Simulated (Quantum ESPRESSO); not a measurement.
# H on hollow sites of Mo(110): a series in the coverage, part 2 of 9

What law, if any, do the results for H on hollow sites of Mo(110) follow against the coverage?

Quantum ESPRESSO 7.5; plane-wave DFT, PBE, GBRV ultrasoft pseudopotentials.

So far. Step 2 (Variable-cell relaxation of the reference):  The last row is no step: it is a fresh SCF in the final cell with a new plane-wave basis, -0 meV from the row before. The relaxed cell has a = 3.159 Å (conventional setting).

## Step 3: SCF with pw.x of the reference

A bulk run at that cell gives the reference energy and levels.

File ref.bulk.in:

```
&control
  prefix = 'ref.bulk'
  outdir = './out'
  pseudo_dir = './pseudo'
  calculation = 'scf'
  tprnfor = .true.
/
&system
  ibrav = 0
  nat = 1
  ntyp = 1
  ecutwfc = 40
  ecutrho = 200
  occupations = 'smearing'
  smearing = 'mv'
  degauss = 0.02
/
&electrons
  conv_thr = 1e-09
  mixing_beta = 0.4
  electron_maxstep = 120
/
ATOMIC_SPECIES
  Mo  95.9500  mo_pbe_v1.uspp.F.UPF
CELL_PARAMETERS angstrom
  -1.57928889400000 1.57928889400000 1.57928889400000
  1.57928889400000 -1.57928889400000 1.57928889400000
  1.57928889400000 1.57928889400000 -1.57928889400000
ATOMIC_POSITIONS crystal
  Mo  0.000000000000 0.000000000000 0.000000000000
K_POINTS automatic
  18 18 18 0 0 0
```

Command:

```sh
OMP_NUM_THREADS=1 mpirun -n 16 pw.x -nk 16 -in ref.bulk.in > ref.bulk.out
```

Log:

```text
[banner, memory and clock lines left out]
Program PWSCF v.7.5 starts
[citation notice left out]

[...]
Message from routine setup:
[...]
bravais-lattice index     =            0
     lattice parameter (alat)  =       5.1692  a.u.
     unit-cell volume          =     106.3265 (a.u.)^3
     number of atoms/cell      =            1
     number of atomic types    =            1
     number of electrons       =        14.00
     number of Kohn-Sham states=           11
     kinetic-energy cutoff     =      40.0000  Ry
     charge density cutoff     =     200.0000  Ry
     scf convergence threshold =      1.0E-09
     mixing beta               =       0.4000
     number of iterations used =            8  plain     mixing
     Exchange-correlation= SLA  PW   PBE  PBE
                           (   1   4   3   4   0   0   0)

[...]
PseudoPot. # 1 for Mo read from file:
     ./pseudo/mo_pbe_v1.uspp.F.UPF
     Pseudo is Ultrasoft + core correction, Zval = 14.0
     Generated by new atomic code, or converted to UPF format
     Using radial grid of  889 points,  6 beta functions with:
                l(1) =   0
                l(2) =   0
                l(3) =   1
                l(4) =   1
                l(5) =   2
                l(6) =   2
     Q(r) pseudized with  6 coefficients,  rinner =    1.000   1.000   1.000
                                                       1.000   1.000

     atomic species   valence    mass     pseudopotential
     Mo               14.00    95.95000     Mo( 1.00)

     48 Sym. Ops., with inversion, found

[...]
number of k points=   195  Marzari-Vanderbilt smearing, width (Ry)=  0.0200

     Number of k-points >= 100: set verbosity='high' to print them.

     Dense  grid:     5089 G-vectors     FFT dimensions: (  24,  24,  24)

     Smooth grid:     3589 G-vectors     FFT dimensions: (  24,  24,  24)

     Check: negative core charge=   -0.000002

     Initial potential from superposition of free atoms

     starting charge      13.9989, renormalised to      14.0000
     Starting wfcs are   13 randomized atomic wfcs

     per-process dynamical memory:    10.3 Mb

     Self-consistent Calculation

     iteration #  1     ecut=    40.00 Ry     beta= 0.40
     Davidson diagonalization with overlap
     ethr =  1.00E-02,  avg # of iterations =  2.9

     Threshold (ethr) on eigenvalues was too large:
     Diagonalizing with lowered threshold

     Davidson diagonalization with overlap
     ethr =  2.71E-04,  avg # of iterations =  2.4

     total energy              =    -139.33507845 Ry
     estimated scf accuracy    <       0.03990567 Ry

     iteration #  2     ecut=    40.00 Ry     beta= 0.40
[...]
negative rho (up, down):  3.364E-06 0.000E+00

[...]
total energy              =    -139.33817115 Ry
     estimated scf accuracy    <       0.00396553 Ry

     iteration #  3     ecut=    40.00 Ry     beta= 0.40
[...]
negative rho (up, down):  1.906E-05 0.000E+00

[...]
total energy              =    -139.33882771 Ry
     estimated scf accuracy    <       0.00038635 Ry

     iteration #  4     ecut=    40.00 Ry     beta= 0.40
[...]
negative rho (up, down):  1.989E-05 0.000E+00

[...]
total energy              =    -139.33884554 Ry
     estimated scf accuracy    <       0.00001998 Ry

     iteration #  5     ecut=    40.00 Ry     beta= 0.40
[...]
negative rho (up, down):  1.506E-05 0.000E+00

[...]
total energy              =    -139.33885220 Ry
     estimated scf accuracy    <       0.00000270 Ry

     iteration #  6     ecut=    40.00 Ry     beta= 0.40
[...]
negative rho (up, down):  1.691E-05 0.000E+00

[...]
total energy              =    -139.33885288 Ry
     estimated scf accuracy    <       0.00000040 Ry

     iteration #  7     ecut=    40.00 Ry     beta= 0.40
[...]
negative rho (up, down):  1.645E-05 0.000E+00

[...]
total energy              =    -139.33885295 Ry
     estimated scf accuracy    <          3.2E-09 Ry

     iteration #  8     ecut=    40.00 Ry     beta= 0.40
[...]
negative rho (up, down):  1.659E-05 0.000E+00

[...]
total energy              =    -139.33885295 Ry
     estimated scf accuracy    <          6.3E-09 Ry

     iteration #  9     ecut=    40.00 Ry     beta= 0.40
[...]
negative rho (up, down):  1.662E-05 0.000E+00

[...]
End of self-consistent calculation

     Number of k-points >= 100: set verbosity='high' to print the bands.

     the Fermi energy is    21.1987 ev

!    total energy              =    -139.33885295 Ry
     estimated scf accuracy    <          3.3E-11 Ry
     smearing contrib. (-TS)   =      -0.00022295 Ry
     internal energy E=F+TS    =    -139.33863001 Ry

     The total energy is F=E-TS. E is the sum of the following terms:
     one-electron contribution =     -18.28552516 Ry
     hartree contribution      =      17.80351511 Ry
     xc contribution           =     -19.35451828 Ry
     ewald contribution        =    -119.50210168 Ry

     convergence has been achieved in   9 iterations

     negative rho (up, down):  1.662E-05 0.000E+00

     Forces acting on atoms (cartesian axes, Ry/au):

     atom    1 type  1   force =     0.00000000    0.00000000    0.00000000

     Total force =     0.000000     Total SCF correction =     0.000000

[...]
```

Run time: 2 s. Hardware: 16 MPI ranks of Arm Neoverse V2, shared host; peak memory 0.09 GiB; 30 s of CPU time.

Numbers from this step:

| Property | Result |
| --- | --- |
| free energy | -1895.8017 eV |

## Step 4: Relaxation with pw.x of the reference

The free molecule gives the reference for adsorption energies.

System of this step: H₂ molecule in a box. The cell holds 2 atoms: 2 H. Cell: a = 11.000 Å, b = 11.500 Å, c = 13.000 Å, α = 90.0°, β = 90.0°, γ = 90.0°. Vacuum lies along a, b and c.

File ref.gas.in:

```
&control
  prefix = 'ref.gas'
  outdir = './out'
  pseudo_dir = './pseudo'
  nstep = 40
  forc_conv_thr = 0.001
  calculation = 'relax'
/
&system
  ibrav = 0
  nat = 2
  ntyp = 1
  ecutwfc = 40
  ecutrho = 200
  occupations = 'smearing'
  smearing = 'gaussian'
  degauss = 0.002
/
&electrons
  conv_thr = 1e-07
  mixing_beta = 0.4
  electron_maxstep = 120
/
&ions
/
ATOMIC_SPECIES
  H   1.0080  h_pbe_v1.4.uspp.F.UPF
CELL_PARAMETERS angstrom
  11.00000000000000 0.00000000000000 0.00000000000000
  0.00000000000000 11.50000000000000 0.00000000000000
  0.00000000000000 0.00000000000000 13.00000000000000
ATOMIC_POSITIONS crystal
  H   0.500000000000 0.500000000000 0.471153846154
  H   0.500000000000 0.500000000000 0.528846153846
K_POINTS automatic
  1 1 1 0 0 0
```

Command:

```sh
OMP_NUM_THREADS=1 mpirun -n 16 pw.x -nk 1 -in ref.gas.in > ref.gas.out
```

Log:

```text
[banner, memory and clock lines left out]
Program PWSCF v.7.5 starts

          URL

     Message from routine setup:
     using ibrav=0 with symmetry is DISCOURAGED, use correct ibrav instead

     bravais-lattice index     =            0
     lattice parameter (alat)  =      20.7870  a.u.
     unit-cell volume          =   11097.6361 (a.u.)^3
     number of atoms/cell      =            2
     number of atomic types    =            1
     number of electrons       =         2.00
     number of Kohn-Sham states=            5
     kinetic-energy cutoff     =      40.0000  Ry
     charge density cutoff     =     200.0000  Ry
     scf convergence threshold =      1.0E-07
     mixing beta               =       0.4000
     number of iterations used =            8  plain     mixing
     energy convergence thresh.=      1.0E-04
     force convergence thresh. =      1.0E-03
     Exchange-correlation=  SLA  PW   PBX  PBC
                           (   1   4   3   4   0   0   0)
     nstep                     =           40

     celldm(1)=  20.786987  celldm(2)=   0.000000  celldm(3)=   0.000000
     celldm(4)=   0.000000  celldm(5)=   0.000000  celldm(6)=   0.000000

     crystal axes: (cart. coord. in units of alat)
               a(1) = (   1.000000   0.000000   0.000000 )
               a(2) = (   0.000000   1.045455   0.000000 )
               a(3) = (   0.000000   0.000000   1.181818 )

     reciprocal axes: (cart. coord. in units 2 pi/alat)
               b(1) = (  1.000000  0.000000  0.000000 )
               b(2) = (  0.000000  0.956522  0.000000 )
               b(3) = (  0.000000  0.000000  0.846154 )

     PseudoPot. # 1 for H  read from file:
     ./pseudo/h_pbe_v1.4.uspp.F.UPF
     Pseudo is Ultrasoft, Zval =  1.0
     Generated by new atomic code, or converted to UPF format
     Using radial grid of  615 points,  2 beta functions with:
                l(1) =   0
                l(2) =   0
     Q(r) pseudized with  8 coefficients,  rinner =    0.700

     atomic species   valence    mass     pseudopotential
     H                 1.00     1.00800     H ( 1.00)

      8 Sym. Ops., with inversion, found

   Cartesian axes

     site n.     atom                  positions (alat units)
         1        H      tau(   1) = (   0.5000000   0.5227273   0.5568182  )
         2        H      tau(   2) = (   0.5000000   0.5227273   0.6250000  )

     number of k points=     1  Gaussian smearing, width (Ry)=  0.0020
                       cart. coord. in units 2pi/alat
        k(    1) = (   0.0000000   0.0000000   0.0000000), wk =   2.0000000

     Dense  grid:   530123 G-vectors     FFT dimensions: (  96, 100, 120)

     Smooth grid:   379275 G-vectors     FFT dimensions: (  90,  90, 100)

     Initial potential from superposition of free atoms

     starting charge       2.0000, renormalised to       2.0000

     negative rho (up, down):  3.734E-04 0.000E+00
     Starting wfcs are    2 randomized atomic wfcs +    3 random wfcs

     per-process dynamical memory:    21.9 Mb

     Self-consistent Calculation

     iteration #  1     ecut=    40.00 Ry     beta= 0.40
     Davidson diagonalization with overlap
     ethr =  1.00E-02,  avg # of iterations =  7.0

     negative rho (up, down):  6.838E-04 0.000E+00

     total energy              =      -2.33997634 Ry
     estimated scf accuracy    <       0.11156298 Ry

     iteration #  2     ecut=    40.00 Ry     beta= 0.40
     Davidson diagonalization with overlap
     ethr =  5.58E-03,  avg # of iterations =  1.0

     negative rho (up, down):  9.467E-04 0.000E+00

     total energy              =      -2.32678332 Ry
     estimated scf accuracy    <       0.02747960 Ry

     iteration #  3     ecut=    40.00 Ry     beta= 0.40
     Davidson diagonalization with overlap
     ethr =  1.37E-03,  avg # of iterations =  2.0

     negative rho (up, down):  1.041E-03 0.000E+00

     total energy              =      -2.33005095 Ry
     estimated scf accuracy    <       0.00009308 Ry

     iteration #  4     ecut=    40.00 Ry     beta= 0.40
     Davidson diagonalization with overlap
     c_bands:  3 eigenvalues not converged
     ethr =  4.65E-06,  avg # of iterations = 20.0

     negative rho (up, down):  1.119E-03 0.000E+00

     total energy              =      -2.33004472 Ry
     estimated scf accuracy    <       0.00008326 Ry

     iteration #  5     ecut=    40.00 Ry     beta= 0.40
     Davidson diagonalization with overlap
     c_bands:  1 eigenvalues not converged
     ethr =  4.16E-06,  avg # of iterations = 20.0

     negative rho (up, down):  1.200E-03 0.000E+00

     End of self-consistent calculation

          k = 0.0000 0.0000 0.0000 ( 47391 PWs)   bands (ev):

   -10.3212  -0.2758   0.1841   0.6302   0.7317

     the Fermi energy is    -4.7948 ev

!    total energy              =      -2.33005442 Ry
     estimated scf accuracy    <       0.00000007 Ry
     smearing contrib. (-TS)   =      -0.00000000 Ry
     internal energy E=F+TS    =      -2.33005442 Ry

     The total energy is F=E-TS. E is the sum of the following terms:
     one-electron contribution =      -3.97240809 Ry
     hartree contribution      =       2.10899166 Ry
     xc contribution           =      -1.37333088 Ry
     ewald contribution        =       0.90669289 Ry

     convergence has been achieved in   5 iterations

     Forces acting on atoms (cartesian axes, Ry/au):

     atom    1 type  1   force =     0.00000000    0.00000000   -0.01656851
     atom    2 type  1   force =     0.00000000    0.00000000    0.01656851

     Total force =     0.023431     Total SCF correction =     0.000076

     BFGS Geometry Optimization
     Energy error            =      5.5E-04 Ry
     Gradient error          =      1.7E-02 Ry/Bohr

     number of scf cycles    =   1
     number of bfgs steps    =   0

     energy             new  =      -2.3300544213 Ry

     new trust radius        =       0.0165685131 bohr
     new conv_thr            =       0.0000001000 Ry

ATOMIC_POSITIONS (crystal)
H                0.5000000000        0.5000000000        0.4704794093
H                0.5000000000        0.5000000000        0.5295205907

     XML data file
     NEW-OLD atomic charge density approx. for the potential

     negative rho (up, down):  1.193E-03 0.000E+00

     per-process dynamical memory:    34.1 Mb

     Self-consistent Calculation

     iteration #  1     ecut=    40.00 Ry     beta= 0.40
     Davidson diagonalization with overlap
     c_bands:  1 eigenvalues not converged
     ethr =  1.00E-06,  avg # of iterations = 20.0

     negative rho (up, down):  1.181E-03 0.000E+00

     total energy              =      -2.33019166 Ry
     estimated scf accuracy    <       0.00007782 Ry

     iteration #  2     ecut=    40.00 Ry     beta= 0.40
     Davidson diagonalization with overlap
     ethr =  3.89E-06,  avg # of iterations = 12.0

     negative rho (up, down):  1.176E-03 0.000E+00

     total energy              =      -2.33018665 Ry
     estimated scf accuracy    <       0.00001832 Ry

     iteration #  3     ecut=    40.00 Ry     beta= 0.40
     Davidson diagonalization with overlap
     ethr =  9.16E-07,  avg # of iterations =  2.0

     negative rho (up, down):  1.175E-03 0.000E+00

     total energy              =      -2.33018869 Ry
     estimated scf accuracy    <       0.00000016 Ry

     iteration #  4     ecut=    40.00 Ry     beta= 0.40
     Davidson diagonalization with overlap
     ethr =  8.03E-09,  avg # of iterations =  2.0

     negative rho (up, down):  1.172E-03 0.000E+00

     End of self-consistent calculation

          k = 0.0000 0.0000 0.0000 ( 47391 PWs)   bands (ev):

   -10.2388  -0.2785   0.1441   0.6271   0.6751

     the Fermi energy is    -4.7819 ev

!    total energy              =      -2.33018871 Ry
     estimated scf accuracy    <       0.00000002 Ry
     smearing contrib. (-TS)   =      -0.00000000 Ry
     internal energy E=F+TS    =      -2.33018871 Ry

     The total energy is F=E-TS. E is the sum of the following terms:
     one-electron contribution =      -3.92809960 Ry
     hartree contribution      =       2.08615276 Ry
     xc contribution           =      -1.36271632 Ry
     ewald contribution        =       0.87447445 Ry

     convergence has been achieved in   4 iterations

     Forces acting on atoms (cartesian axes, Ry/au):

     atom    1 type  1   force =     0.00000000    0.00000000    0.00803632
     atom    2 type  1   force =     0.00000000    0.00000000   -0.00803632

     Total force =     0.011365     Total SCF correction =     0.000039
     Energy error            =      1.3E-04 Ry
     Gradient error          =      8.0E-03 Ry/Bohr

     number of scf cycles    =   2
     number of bfgs steps    =   1

     energy             old  =      -2.3300544213 Ry
     energy             new  =      -2.3301887063 Ry

     CASE: energy            _new < energy            _old

     new trust radius        =       0.0054115350 bohr
     new conv_thr            =       0.0000000013 Ry

ATOMIC_POSITIONS (crystal)
H                0.5000000000        0.5000000000        0.4706996909
H                0.5000000000        0.5000000000        0.5293003091

     XML data file
     NEW-OLD atomic charge density approx. for the potential

     negative rho (up, down):  1.173E-03 0.000E+00

     per-process dynamical memory:    36.2 Mb

     Self-consistent Calculation

     iteration #  1     ecut=    40.00 Ry     beta= 0.40
     Davidson diagonalization with overlap
     ethr =  1.00E-06,  avg # of iterations =  2.0

     negative rho (up, down):  1.177E-03 0.000E+00

     total energy              =      -2.33023453 Ry
     estimated scf accuracy    <       0.00000816 Ry

     iteration #  2     ecut=    40.00 Ry     beta= 0.40
     Davidson diagonalization with overlap
     ethr =  4.08E-07,  avg # of iterations =  1.0

     negative rho (up, down):  1.179E-03 0.000E+00

     total energy              =      -2.33023381 Ry
     estimated scf accuracy    <       0.00000212 Ry

     iteration #  3     ecut=    40.00 Ry     beta= 0.40
     Davidson diagonalization with overlap
     ethr =  1.06E-07,  avg # of iterations =  2.0

     negative rho (up, down):  1.180E-03 0.000E+00

     total energy              =      -2.33023410 Ry
     estimated scf accuracy    <       0.00000003 Ry

     iteration #  4     ecut=    40.00 Ry     beta= 0.40
     Davidson diagonalization with overlap
     ethr =  1.32E-09,  avg # of iterations =  2.0

     negative rho (up, down):  1.181E-03 0.000E+00

     total energy              =      -2.33023410 Ry
     estimated scf accuracy    <       0.00000004 Ry

     iteration #  5     ecut=    40.00 Ry     beta= 0.40
     Davidson diagonalization with overlap
     ethr =  1.32E-09,  avg # of iterations =  2.0

     negative rho (up, down):  1.182E-03 0.000E+00

     End of self-consistent calculation

          k = 0.0000 0.0000 0.0000 ( 47391 PWs)   bands (ev):

   -10.2668  -0.2786   0.1570   0.6265   0.6760

     the Fermi energy is    -4.7954 ev

!    total energy              =      -2.33023409 Ry
     estimated scf accuracy    <          2.0E-11 Ry
     smearing contrib. (-TS)   =      -0.00000000 Ry
     internal energy E=F+TS    =      -2.33023409 Ry

     The total energy is F=E-TS. E is the sum of the following terms:
     one-electron contribution =      -3.94251665 Ry
     hartree contribution      =       2.09364958 Ry
     xc contribution           =      -1.36620125 Ry
     ewald contribution        =       0.88483422 Ry

     convergence has been achieved in   5 iterations

     Forces acting on atoms (cartesian axes, Ry/au):

     atom    1 type  1   force =     0.00000000    0.00000000    0.00030169
     atom    2 type  1   force =     0.00000000    0.00000000   -0.00030169

     Total force =     0.000427     Total SCF correction =     0.000001
     Energy error            =      4.5E-05 Ry
     Gradient error          =      3.0E-04 Ry/Bohr

     bfgs converged in   3 scf cycles and   2 bfgs steps
     (criteria: energy <  1.0E-04 Ry, force <  1.0E-03 Ry/Bohr)

     End of BFGS Geometry Optimization

     Final energy             =      -2.3302340898 Ry

     File ./out/ref.gas.bfgs deleted, as requested
Begin final coordinates

ATOMIC_POSITIONS (crystal)
H                0.5000000000        0.5000000000        0.4706996909
H                0.5000000000        0.5000000000        0.5293003091
End final coordinates

     XML data file, charge density, pseudopotentials, collected wavefunctions

                                        0.00s GPU  (     110 calls)
```

Elapsed: 2.1 s, on 16 MPI ranks; peak memory 1.1 GiB.

Step by step:

```csv
step,energy less that of the first step (eV),largest force (eV/Å)
1,0.0000,0.4260
2,-0.0018,0.2066
3,-0.0024,0.0078
```

Final coordinates:

```cif
data_structure
_symmetry_space_group_name_H-M 'P 1'
_symmetry_Int_Tables_number 1
_cell_length_a 11.0000
_cell_length_b 11.5000
_cell_length_c 13.0000
_cell_angle_alpha 90.000
_cell_angle_beta 90.000
_cell_angle_gamma 90.000
_cell_volume 1644.50
loop_
_atom_site_label
_atom_site_type_symbol
_atom_site_fract_x
_atom_site_fract_y
_atom_site_fract_z
_atom_site_occupancy
H1 H 0.50000 0.50000 0.47070 1
H2 H 0.50000 0.50000 0.52930 1
```

The relaxation lowers the energy by 1 meV an atom.

Read from the output:

| Item | Value |
| --- | --- |
| free energy | -31.70 eV |
| Fermi energy | -4.795 eV |

(Continued in part 3 of 9.)

[Logs are printed without paths, hosts, clocks, repeated set-up lines and the standing remarks that a program may print on its own settings, such as how far it seeks lower states.]

[Hosts, paths, dates, database ids (printed as entryN), source tags and the programs' standing remarks are cut or masked in the printed files.]

[Maps of the electrostatic potential energy from Ansatz leave out the sawtooth potential of an applied field or a dipole correction, so their vacuum need not be flat; planar profiles and work functions include it.]
